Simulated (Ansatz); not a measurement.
# Phonons of FeSi2 (Linzhiite, P4/mmm) against volume, part 2 of 2

Wanted: Grüneisen parameters and pressure coefficients of the modes of FeSi2 (Linzhiite, P4/mmm).

Ansatz 0.2.0; DFT LDA, scalar-relativistic, plane waves, PAW; PAW set soft_1.

So far. Step 3 (Tight relaxation): The largest force component left is 0.18 meV/Å and the pressure is -0.002 GPa, within the tolerances set. The cell now holds 11.94 Å³/atom.

## 4. Modes at rest

Phonons follow from the second derivative of the energy, found here by linear response.

The modes at rest are the reference of the series.

File input.yaml:

```yaml
crystal:
  lattice:
    - [2.6588029261, 0.0, 0.0]
    - [0.0, 2.6588029261, 0.0]
    - [0.0, 0.0, 5.0671940585]
  atoms:
    - { symbol: Si, position: [0.5, 0.5, 0.2714297004] }
    - { symbol: Si, position: [0.5, 0.5, 0.7285702996] }
    - { symbol: Fe, position: [0.0, 0.0, 0.0] }
kpoints:
  mp_grid: { grid: [16, 16, 8] }
hamiltonian:
  xc: lda
  pseudopotentials: { kind: paw, azcp: { folder: soft_1 }, xc_functional: pbe }
scf:
  occupations: { method: methfessel_paxton, width: 0.2 }
output:
  eigenvalues: true
phonons:
  method: dfpt
```

On the command line:

```sh
ansatz run input.yaml --threads 4 --pin off --max-ram 10240MiB --backend cpu --events-out ev --progress --plain --runs-dir out
```

Numbers of over 12 decimals in the logs are rounded to 6 here.

Output:

```text
zone centre: on kpoints.mp_grid the ground state, and the responses unless they are solved on pairs of k-points, stand on 405 of the mesh's 2048 k-points, reduced under 4 symmetry operations, with k and −k counted as one. Each operation leaves every solved displacement unchanged or reverses it
[...]
Crystal: 3 atoms, lattice volume = 35.821 Å³
Basis set: ecut = 420 eV, 701 PW (Γ), exchange–correlation on 36×36×72 points (8 copies of the dense FFT grid, shifted against one another)
Bands: 16, of which v1, the nominal top of the filled ones, is band 12 counted from 1 (11 counted from 0)
Symmetry: 16 space group operations
k-points: 405 of 2048 (irreducible under 4 space group operations, time reversal used)
[...]
SCF iter   1: F=—  HF=-5640.714521 eV  |F-HF|=—  |Δ(HF+E_count)|=         —  Δρ=1.28e-1  dr2=1.29e1  ethr=3.10e-3  ⟨swp⟩=5.1  Hψ=34488  notcnv=0
[...]
SCF iter  10: F=-5638.908729 eV  HF=-5638.908729 eV  |F-HF|=1.82e-12  |Δ(HF+E_count)|=  9.82e-11  S|Δr|=    0.00e0  Δρ=1.61e-7  dr2=3.93e-12  ethr=1.00e-12  ⟨swp⟩=4.8  Hψ=32791  notcnv=0
[...]
SCF 1 converged in 10 iterations: F = -5638.908729 eV  dr2 = 3.93e-12
[...]
DFPT response loops at Γ: preconditioner auto → Kerker (q_TF=auto, 2.552 Å⁻¹) (partly filled bands, converged f_vac=0.000); β = 1.00, the filter's whole step (`scf.mixing.beta` (0.50) is not read by the response loops under this deck's `scf.mixing.preconditioner`; to damp them name `kerker` or `kerker_dos`, under which they read `scf.mixing.beta`, and type it under 1.00, their step now; both keys bind the ground state too); Broyden in place of MSR1
SCF converged after 10 iterations
[...]
Free energy (F): -5638.908729 eV
[...]
Internal energy: -5638.909907 eV  (E = F + TS)
E sigma→0 (E₀):  -5638.909023 eV
Entropy (-TS):   0.001179 eV (0.393 meV/atom)
Fermi energy:    14.559640 eV
Step filling:    the computed levels leave a gap of 0.0000 eV = 0.0 smearing widths at the electron count; against every level under it full and every level over it empty, smearing changes F+E_penalty+E_count by +0.735 meV and its σ→0 estimate by +0.440 meV
[...]
--- Band table (eV; the first three rows and the last of 405) ---
  k-point 0: bands = [... 8 lower, 12.8280, 12.9855, 12.9855, 13.9245, 19.2004, 19.2004, 21.2127, 21.7925]
  k-point 1: bands = [... 8 lower, 12.7936, 12.9785, 12.9785, 13.9245, 19.3029, 19.3029, 20.2027, 21.5924]
  k-point 2: bands = [... 8 lower, 12.6693, 12.9619, 12.9619, 13.9247, 18.7550, 19.5992, 19.5992, 21.2697]
  k-point 404: bands = [... 8 lower, 11.2428, 11.2428, 12.6845, 14.7249, 14.9502, 14.9502, 15.7111, 17.6118]
--- Phonons (Γ-DFPT): 4 representative perturbations + reference, on 405 of 2048 k-points (Σ response iterations 16) ---
  k mesh reduced under 4 symmetry operations, with k and −k counted as one. Each operation leaves every solved displacement unchanged or reverses it
  ASR residual: 7.715e-5 → 0.000e0 eV/Å²; symmetrization residual: 2.994e-6 eV/Å²
  ASR residual per site (eV/Å²): 3.98e-5 3.98e-5 7.72e-5
  Γ frequencies (cm⁻¹): 0.00 0.00 0.00 231.72 231.72 294.51 294.51 367.44 567.21
  non-analytic LO–TO correction: not included (Born effective charges unavailable; polar crystals: no LO–TO splitting at Γ)
```

Wall time 21 s (4 threads of AMD EPYC 7B13 (Zen 3), shared host); peak memory 1 GiB.

In the SCF lines HF is the Harris–Foulkes energy and dr2 the Hartree energy of the density residual, in eV; the loop may stop once dr2 is under the threshold and the program's other checks hold. Hψ counts applications of the Hamiltonian.

This step gave:

```yaml
sum_rule_residual_before_enforcement: 7.72e-5 eV/Å²
point_group: 4/mmm
highest_optical_mode_at_the_zone_centre_no_lo_to_term: 567.2 cm⁻¹
lowest_optical_zone_centre_mode: 231.7 cm⁻¹
```

Patterns of degenerate modes are one choice out of their space. The modes at Γ (shares of kinetic energy by element, %):

| mode | frequency (cm⁻¹) | symmetry | Si % | Fe % |
| --- | --- | --- | --- | --- |
| 1 | 0.0 | acoustic | 50 | 50 |
| 2 | 0.0 | acoustic | 50 | 50 |
| 3 | 0.0 | acoustic | 50 | 50 |
| 4 | 231.7 | Eg | 100 | 0 |
| 5 | 231.7 | Eg | 100 | 0 |
| 6 | 294.5 | Eu | 50 | 50 |
| 7 | 294.5 | Eu | 50 | 50 |
| 8 | 367.4 | A2u | 50 | 50 |
| 9 | 567.2 | A1g | 100 | 0 |

Displacements in mode 5 (231.7 cm⁻¹), the largest set to 1:
```
Si1  1.00  0.00  0.00
Si2 -1.00  0.00  0.00
Fe3  0.00  0.00  0.00
```

Displacements in mode 9 (567.2 cm⁻¹), the largest set to 1:
```
Si1  0.00  0.00  1.00
Si2  0.00  0.00 -1.00
Fe3  0.00  0.00  0.00
```

Before it was imposed, the acoustic sum rule was missed by 7.7e-5 eV/Å². Small misses are needed for a sound result but don't prove that mesh and cutoff are converged. The lowest optical mode is real, 232 cm⁻¹.

## 5. Relaxation of a member: 1.06 times the volume at rest

The cell is set to 1.06 times the volume at rest, and shape and atoms relax at that volume.

input.yaml, the sections that differ from step 4:

```yaml
crystal:
  lattice:
    - [2.7158582965, 0.0, 0.0]
    - [0.0, 2.7158582965, 0.0]
    - [0.0, 0.0, 5.1479164005]
  atoms:
    - { symbol: Si, position: [0.5, 0.5, 0.2700782795] }
    - { symbol: Si, position: [0.5, 0.5, 0.7299217205] }
    - { symbol: Fe, position: [0.0, 0.0, 0.0] }
output:
  forces: true
  stress: true
  eigenvalues: true
relax:
  adjacent_minimum: "off"
  f_tol: 0.001
  max_steps: 60
  cell: { stress_tol: 0.01, fix: [volume] }
# kpoints, hamiltonian, scf: as in step 4
# phonons: removed
```

Output:

```text
[...]
Crystal: 3 atoms, lattice volume = 37.970 Å³
Basis set: ecut = 420 eV, 773 PW (Γ)
Bands: 16, of which v1, the nominal top of the filled ones, is band 12 counted from 1 (11 counted from 0)
Symmetry: 16 space group operations
[...]
k-points: 225 of 2048
[...]
k-point 224: bands = [... 8 lower, 10.2922, 10.2922, 11.8552, 13.6488, 14.0622, 14.0622, 14.9175, 16.1239]
--- Relaxed structure (4 steps of the walk, 4 accepted, 1 SCFs on fresh bases) ---
[...]
cell:  # Å, volume = 37.9704 Å³
    - [2.718201, 0, 0.0]
    - [0, 2.718201, 0.0]
    - [0.0, 0.0, 5.139048]
  atoms:
    - { symbol: Si, position: [0.5, 0.5, 0.269382] }
    - { symbol: Si, position: [0.5, 0.5, 0.730618] }
    - { symbol: Fe, position: [0, 0, 0.0] }
[key lines of the parts left out:]
SCF converged after 6 iterations
Free energy (F): -5638.835185 eV
Fermi energy:    13.566432 eV
P = ⅓ Tr σ = -10.3862 GPa (-103.862 kbar)
```

Wall time 7.4 s (4 threads); peak memory 0.5 GiB.

Relaxation path:

| step | energy less that of the first step (eV) | largest force component (eV/Å) | pressure (GPa) | volume (Å³) |
| --- | --- | --- | --- | --- |
| 1 | 0.0000 | 0.0873 | -10.58 | 37.97 |
| 2 | -0.0004 | 0.0222 | -10.42 | 37.97 |
| 3 | -0.0004 | 0.0017 | -10.39 | 37.97 |
| 4 | -0.0004 | 0.0000 | -10.39 | 37.97 |
| 5* | -0.0004 | 0.0000 | -10.39 | 37.97 |

Relaxation steps marked * repeat the geometry before them on a plane-wave basis chosen anew for their cell, so energy and pressure can jump there.

The run keeps the 16 symmetry operations that it works with, so distortions that break them were not tested.

| conventional cell, symmetrised | before | after | change |
| --- | --- | --- | --- |
| a (Å) | 2.716 | 2.718 | +0.1 % |
| b (Å) | 2.716 | 2.718 | +0.1 % |
| c (Å) | 5.148 | 5.139 | -0.2 % |
| volume (Å³/atom) | 12.66 | 12.66 | +0.0 % |

The relaxed structure:

```cif
data_structure
_symmetry_space_group_name_H-M 'P 1'
_symmetry_Int_Tables_number 1
_cell_length_a 2.7182
_cell_length_b 2.7182
_cell_length_c 5.1390
_cell_angle_alpha 90.000
_cell_angle_beta 90.000
_cell_angle_gamma 90.000
_cell_volume 37.97
loop_
_atom_site_label
_atom_site_type_symbol
_atom_site_fract_x
_atom_site_fract_y
_atom_site_fract_z
_atom_site_occupancy
Si1 Si 0.50000 0.50000 0.26938 1
Si2 Si 0.50000 0.50000 0.73062 1
Fe3 Fe 0.00000 0.00000 0.00000 1
```

This step gave:

| Property | Result |
| --- | --- |
| pressure | -10.39 GPa |
| volume per atom | 12.66 Å³ |

The largest force component left is 0.0052 meV/Å, at a pressure of -10.39 GPa.

## 6. Zone-centre modes of the member: 1.06 times the volume at rest

The zone-centre modes follow for 1.06 times the volume at rest.

input.yaml, the sections that differ from step 5:

```yaml
crystal:
  lattice:
    - [2.7182007794, 0.0, 0.0]
    - [0.0, 2.7182007794, 0.0]
    - [0.0, 0.0, 5.1390475117]
  atoms:
    - { symbol: Si, position: [0.5, 0.5, 0.2693816526] }
    - { symbol: Si, position: [0.5, 0.5, 0.7306183474] }
    - { symbol: Fe, position: [0.0, 0.0, 0.0] }
output:
  eigenvalues: true
phonons:
  method: dfpt
# kpoints, hamiltonian, scf: as in step 5
# relax: removed
```

Output:

```text
[...]
Crystal: 3 atoms, lattice volume = 37.970 Å³
Basis set: ecut = 420 eV, 773 PW (Γ), exchange–correlation on 40×40×72 points (8 copies of the dense FFT grid, shifted against one another)
Bands: 16, of which v1, the nominal top of the filled ones, is band 12 counted from 1 (11 counted from 0)
Symmetry: 16 space group operations
k-points: 405 of 2048 (irreducible under 4 space group operations, time reversal used)
[...]
SCF iter   1: F=—  HF=-5640.670984 eV  |F-HF|=—  |Δ(HF+E_count)|=         —  Δρ=1.33e-1  dr2=1.42e1  ethr=3.10e-3  ⟨swp⟩=5.1  Hψ=34372  notcnv=0
[...]
SCF iter  11: F=-5638.835186 eV  HF=-5638.835186 eV  |F-HF|=1.82e-12  |Δ(HF+E_count)|=  9.09e-13  S|Δr|=    0.00e0  Δρ=2.74e-8  dr2=1.50e-13  ethr=1.00e-12  ⟨swp⟩=5.2  Hψ=26772  notcnv=0
[...]
SCF 1 converged in 11 iterations: F = -5638.835186 eV  dr2 = 1.50e-13
[...]
SCF converged after 11 iterations
[...]
Free energy (F): -5638.835186 eV
[...]
Internal energy: -5638.836357 eV  (E = F + TS)
E sigma→0 (E₀):  -5638.835479 eV
Entropy (-TS):   0.001171 eV (0.390 meV/atom)
Fermi energy:    13.566433 eV
[...]
--- Band table (eV; the first three rows and the last of 405) ---
  k-point 0: bands = [... 8 lower, 12.0229, 12.0621, 12.0621, 12.9056, 17.8213, 17.8213, 20.0770, 20.7318]
  k-point 1: bands = [... 8 lower, 11.9917, 12.0551, 12.0551, 12.9057, 17.9189, 17.9189, 19.0722, 20.5621]
  k-point 2: bands = [... 8 lower, 11.8770, 12.0383, 12.0383, 12.9059, 17.6207, 18.1992, 18.1992, 20.2751]
  k-point 404: bands = [... 8 lower, 10.2922, 10.2922, 11.8552, 13.6488, 14.0622, 14.0622, 14.9175, 16.1239]
[...]
ASR residual: 9.167e-5 → 0.000e0 eV/Å²; symmetrization residual: 2.122e-5 eV/Å²
  ASR residual per site (eV/Å²): 2.99e-5 2.99e-5 9.17e-5
  Γ frequencies (cm⁻¹): 0.00 0.00 0.00 216.30 216.30 260.55 260.55 335.65 515.63
[...]
```

It took 24 s on 4 threads; peak memory 1.1 GiB; 87 s of CPU time.

Numbers from this step:

- sum-rule residual before enforcement: 9.17e-5 eV/Å²
- highest optical mode at the zone centre (no LO-TO term): 515.6 cm⁻¹
- lowest optical zone-centre mode: 216.3 cm⁻¹

Patterns of degenerate modes are one choice out of their space. The modes at Γ (shares of kinetic energy by element, %):

| mode | frequency (cm⁻¹) | symmetry | Si % | Fe % |
| --- | --- | --- | --- | --- |
| 1 | 0.0 | acoustic | 50 | 50 |
| 2 | 0.0 | acoustic | 50 | 50 |
| 3 | 0.0 | acoustic | 50 | 50 |
| 4 | 216.3 | Eg | 100 | 0 |
| 5 | 216.3 | Eg | 100 | 0 |
| 6 | 260.6 | Eu | 50 | 50 |
| 7 | 260.6 | Eu | 50 | 50 |
| 8 | 335.6 | A2u | 50 | 50 |
| 9 | 515.6 | A1g | 100 | 0 |

The lowest optical mode is real, 216 cm⁻¹, and the highest lies at 515.6 cm⁻¹.

For the highest optical mode at the zone centre (no LO-TO term), step 4 gave 567 cm⁻¹; this run, with volume ratio 1.06, gives 516 cm⁻¹ (-9 %).

## 7. Relaxation of a member: 0.9 times the volume at rest

The cell is set to 0.9 times the volume at rest, and shape and atoms relax at that volume.

input.yaml, the sections that differ from step 6:

```yaml
crystal:
  lattice:
    - [2.5572715578, 0.0, 0.0]
    - [0.0, 2.5572715578, 0.0]
    - [0.0, 0.0, 4.9297925657]
  atoms:
    - { symbol: Si, position: [0.5, 0.5, 0.2739681386] }
    - { symbol: Si, position: [0.5, 0.5, 0.7260318614] }
    - { symbol: Fe, position: [0.0, 0.0, 0.0] }
output:
  forces: true
  stress: true
  eigenvalues: true
relax:
  adjacent_minimum: "off"
  f_tol: 0.001
  max_steps: 60
  cell: { stress_tol: 0.01, fix: [volume] }
# kpoints, hamiltonian, scf: as in step 6
# phonons: removed
```

Output:

```text
[...]
Crystal: 3 atoms, lattice volume = 32.239 Å³
Basis set: ecut = 420 eV, 645 PW (Γ)
Bands: 16, of which v1, the nominal top of the filled ones, is band 12 counted from 1 (11 counted from 0)
Symmetry: 16 space group operations
[...]
k-points: 225 of 2048
[...]
k-point 224: bands = [... 8 lower, 13.1061, 13.1061, 14.2767, 16.6583, 16.6583, 16.8346, 17.2385, 20.5369]
--- Relaxed structure (3 steps of the walk, 3 accepted, 1 SCFs on fresh bases) ---
[...]
cell:  # Å, volume = 32.2391 Å³
    - [2.554740, 0, 0]
    - [0, 2.554740, 0]
    - [0, 0, 4.939569]
  atoms:
    - { symbol: Si, position: [0.5, 0.5, 0.274584] }
    - { symbol: Si, position: [0.5, 0.5, 0.725416] }
    - { symbol: Fe, position: [0, 0, 0] }
[key lines of the parts left out:]
SCF converged after 5 iterations
Free energy (F): -5638.633615 eV
Fermi energy:    16.466421 eV
P = ⅓ Tr σ = 27.0674 GPa (270.674 kbar)
```

Wall time 5.7 s (4 threads); peak memory 0.48 GiB.

The steps of the relaxation:

| step | energy less that of the first step (eV) | largest force component (eV/Å) | pressure (GPa) | volume (Å³) |
| --- | --- | --- | --- | --- |
| 1 | 0.0000 | 0.1087 | 27.31 | 32.24 |
| 2 | -0.0005 | 0.0305 | 27.13 | 32.24 |
| 3 | -0.0005 | 0.0001 | 27.07 | 32.24 |
| 4* | -0.0005 | 0.0001 | 27.07 | 32.24 |

Relaxation steps marked * repeat the geometry before them on a plane-wave basis chosen anew for their cell, so energy and pressure can jump there.

Forces are held to the 16 operations that the run works with; a distortion that breaks them can't arise in this run.

| conventional cell, symmetrised | before | after | change |
| --- | --- | --- | --- |
| a (Å) | 2.557 | 2.555 | -0.1 % |
| b (Å) | 2.557 | 2.555 | -0.1 % |
| c (Å) | 4.930 | 4.940 | +0.2 % |
| volume (Å³/atom) | 10.75 | 10.75 | -0.0 % |

Final coordinates:

```xyz
3
Lattice="2.5547 0.0000 0.0000 0.0000 2.5547 0.0000 0.0000 0.0000 4.9396" Properties=species:S:1:pos:R:3 pbc="T T T"
Si    1.2774    1.2774    1.3563
Si    1.2774    1.2774    3.5832
Fe    0.0000    0.0000    0.0000
```

Numbers from this step:

```yaml
pressure: 27.07 GPa
volume_per_atom: 10.75 Å³
```

The largest force component left is 0.058 meV/Å, at a pressure of 27.07 GPa.

## 8. Zone-centre modes of the member: 0.9 times the volume at rest

The zone-centre modes follow for 0.9 times the volume at rest.

input.yaml, the sections that differ from step 7:

```yaml
crystal:
  lattice:
    - [2.5547396276, 0.0, 0.0]
    - [0.0, 2.5547396276, 0.0]
    - [0.0, 0.0, 4.9395689637]
  atoms:
    - { symbol: Si, position: [0.5, 0.5, 0.2745843217] }
    - { symbol: Si, position: [0.5, 0.5, 0.7254156783] }
    - { symbol: Fe, position: [0.0, 0.0, 0.0] }
output:
  eigenvalues: true
phonons:
  method: dfpt
# kpoints, hamiltonian, scf: as in step 7
# relax: removed
```

Output:

```text
[...]
Crystal: 3 atoms, lattice volume = 32.239 Å³
Basis set: ecut = 420 eV, 645 PW (Γ), exchange–correlation on 36×36×72 points (8 copies of the dense FFT grid, shifted against one another)
Bands: 16, of which v1, the nominal top of the filled ones, is band 12 counted from 1 (11 counted from 0)
Symmetry: 16 space group operations
k-points: 405 of 2048 (irreducible under 4 space group operations, time reversal used)
[...]
k-point 2: bands = [... 8 lower, 14.1983, 14.7515, 14.7515, 15.9107, 20.9370, 22.3160, 22.3160, 23.1877]
  k-point 404: bands = [... 8 lower, 13.1061, 13.1061, 14.2767, 16.6583, 16.6583, 16.8346, 17.2385, 20.5369]
[...]
ASR residual: 1.496e-4 → 0.000e0 eV/Å²; symmetrization residual: 3.496e-5 eV/Å²
  ASR residual per site (eV/Å²): 2.73e-5 2.73e-5 1.50e-4
  Γ frequencies (cm⁻¹): 0.00 0.00 0.00 258.47 258.47 357.35 357.35 429.40 663.17
[...]
[key lines of the parts left out:]
SCF converged after 10 iterations
Free energy (F): -5638.633616 eV
Fermi energy:    16.466421 eV
```

Elapsed: 19 s, on 4 threads; peak memory 0.97 GiB.

Numbers from this step:

```
sum-rule residual before enforcement                    : 1.50e-4 eV/Å²
highest optical mode at the zone centre (no LO-TO term) : 663.2 cm⁻¹
lowest optical zone-centre mode                         : 258.5 cm⁻¹
```

Patterns of degenerate modes are one choice out of their space. The modes at Γ (shares of kinetic energy by element, %):

| mode | frequency (cm⁻¹) | symmetry | Si % | Fe % |
| --- | --- | --- | --- | --- |
| 1 | 0.0 | acoustic | 50 | 50 |
| 2 | 0.0 | acoustic | 50 | 50 |
| 3 | 0.0 | acoustic | 50 | 50 |
| 4 | 258.5 | Eg | 100 | 0 |
| 5 | 258.5 | Eg | 100 | 0 |
| 6 | 357.4 | Eu | 50 | 50 |
| 7 | 357.4 | Eu | 50 | 50 |
| 8 | 429.4 | A2u | 50 | 50 |
| 9 | 663.2 | A1g | 100 | 0 |

The lowest optical mode is real, 258 cm⁻¹, and the highest lies at 663.2 cm⁻¹.

Between step 4 and this run (volume ratio 0.9) the value for the highest optical mode at the zone centre (no LO-TO term) moves from 567 cm⁻¹ to 663 cm⁻¹ (+17 %).

## 9. All members side by side

The members are set side by side, also those not shown above.

Each row is one cell with its response, relaxed at fixed volume as far as symmetry leaves anything free; energies are extrapolated to zero smearing, and E0 is that at rest; shape and atoms are relaxed in each cell where symmetry leaves them free; all runs use 16×16×8 k points and Methfessel-Paxton smearing of 0.2 eV. State of the crystal along the series:

| volume ratio | V (Å³/atom) | pressure (GPa) | E - E0 (meV/atom) | first cell vector (Å) | third cell vector (Å) |
| --- | --- | --- | --- | --- | --- |
| 0.9 | 10.75 | 27.07 | 91.74 | 2.555 | 4.94 |
| 0.92 | 10.98 | 20.41 | 56.43 | 2.576 | 4.966 |
| 0.94 | 11.22 | 14.44 | 30.52 | 2.597 | 4.992 |
| 0.96 | 11.46 | 9.093 | 13.05 | 2.618 | 5.018 |
| 0.98 | 11.7 | 4.296 | 3.134 | 2.639 | 5.043 |
| 0.99 | 11.82 | 2.088 | 0.7657 | 2.649 | 5.055 |
| 1 | 11.94 | -0.001902 | 0 | 2.659 | 5.067 |
| 1.02 | 12.18 | -3.852 | 2.932 | 2.679 | 5.091 |
| 1.04 | 12.42 | -7.302 | 11.29 | 2.699 | 5.115 |
| 1.06 | 12.66 | -10.39 | 24.52 | 2.718 | 5.139 |

Each mode is tracked from rest by its pattern, and modes that stay within 0.3 cm⁻¹ of each other stand once; shape and atoms are relaxed in each cell where symmetry leaves them free; all runs use 16×16×8 k points and Methfessel-Paxton smearing of 0.2 eV. Optical modes along the series:

| V (Å³/atom) | mode 4 Eg (cm⁻¹) | mode 6 Eu (cm⁻¹) | mode 8 A2u (cm⁻¹) | mode 9 A1g (cm⁻¹) |
| --- | --- | --- | --- | --- |
| 10.75 | 258.5 | 357.4 | 429.4 | 663.2 |
| 10.98 | 253 | 344.1 | 416 | 643.3 |
| 11.22 | 247.6 | 331.2 | 403.1 | 623.7 |
| 11.46 | 242.3 | 318.7 | 390.8 | 604.4 |
| 11.7 | 237 | 306.4 | 378.9 | 585.6 |
| 11.82 | 234.3 | 300.4 | 373.1 | 576.3 |
| 11.94 | 231.7 | 294.5 | 367.4 | 567.2 |
| 12.18 | 226.5 | 282.9 | 356.4 | 549.3 |
| 12.42 | 221.4 | 271.6 | 345.9 | 532 |
| 12.66 | 216.3 | 260.6 | 335.6 | 515.6 |

From cubic fits (parabolas where under five rows exist) of ln ω and P against ln V through the rows within about 4 % of rest: γ = −d ln ω / d ln V and dω/dP = γ ω / B. Slopes at rest:

| mode | fitted frequency at rest (cm⁻¹) | Grüneisen parameter γ | dω/dP (cm⁻¹/GPa) |
| --- | --- | --- | --- |
| mode 4 Eg | 231.7 | 1.13 | 1.28 |
| mode 6 Eu | 294.5 | 2 | 2.89 |
| mode 8 A2u | 367.5 | 1.53 | 2.76 |
| mode 9 A1g | 567.2 | 1.6 | 4.46 |

## 10. Outcome

* members: 10
* highest optical mode at the zone centre (no LO-TO term), at rest: 567.2 cm⁻¹
* bulk modulus at rest: 204 GPa
* mode 4 Eg, γ: 1.13
* mode 6 Eu, γ: 2.00
* mode 8 A2u, γ: 1.53
* mode 9 A1g, γ: 1.60

The series spans -10.4 to 27.1 GPa, and the slope at rest gives a bulk modulus of 204 GPa. Among the modes in the table of slopes γ runs from 1.13 (mode 4 Eg) to 2.00 (mode 6 Eu). One k mesh and one cutoff serve the ground states and modes of all volumes. These are harmonic frequencies at zero temperature: anharmonic shifts, linewidths and thermal expansion are left out. With no gap, or one that is small against the smearing, the frequencies hang on the k mesh and the smearing, most of all near Kohn anomalies. The runs are without spin polarisation, although Fe often carries a moment. The PAW files were made for PBE; the program adapts parts of them to the functional of the run, but their partial waves stay those of PBE, an approximation that was not tested in this session. Only the zone centre was solved, so an instability at another wavevector cannot show here.

[Logs are printed without paths, hosts, clocks, repeated set-up lines and the standing remarks that a program may print on its own settings, such as how far it seeks lower states.]

[Hosts, paths, dates, database ids (printed as entryN), source tags and the programs' standing remarks are cut or masked in the printed files.]
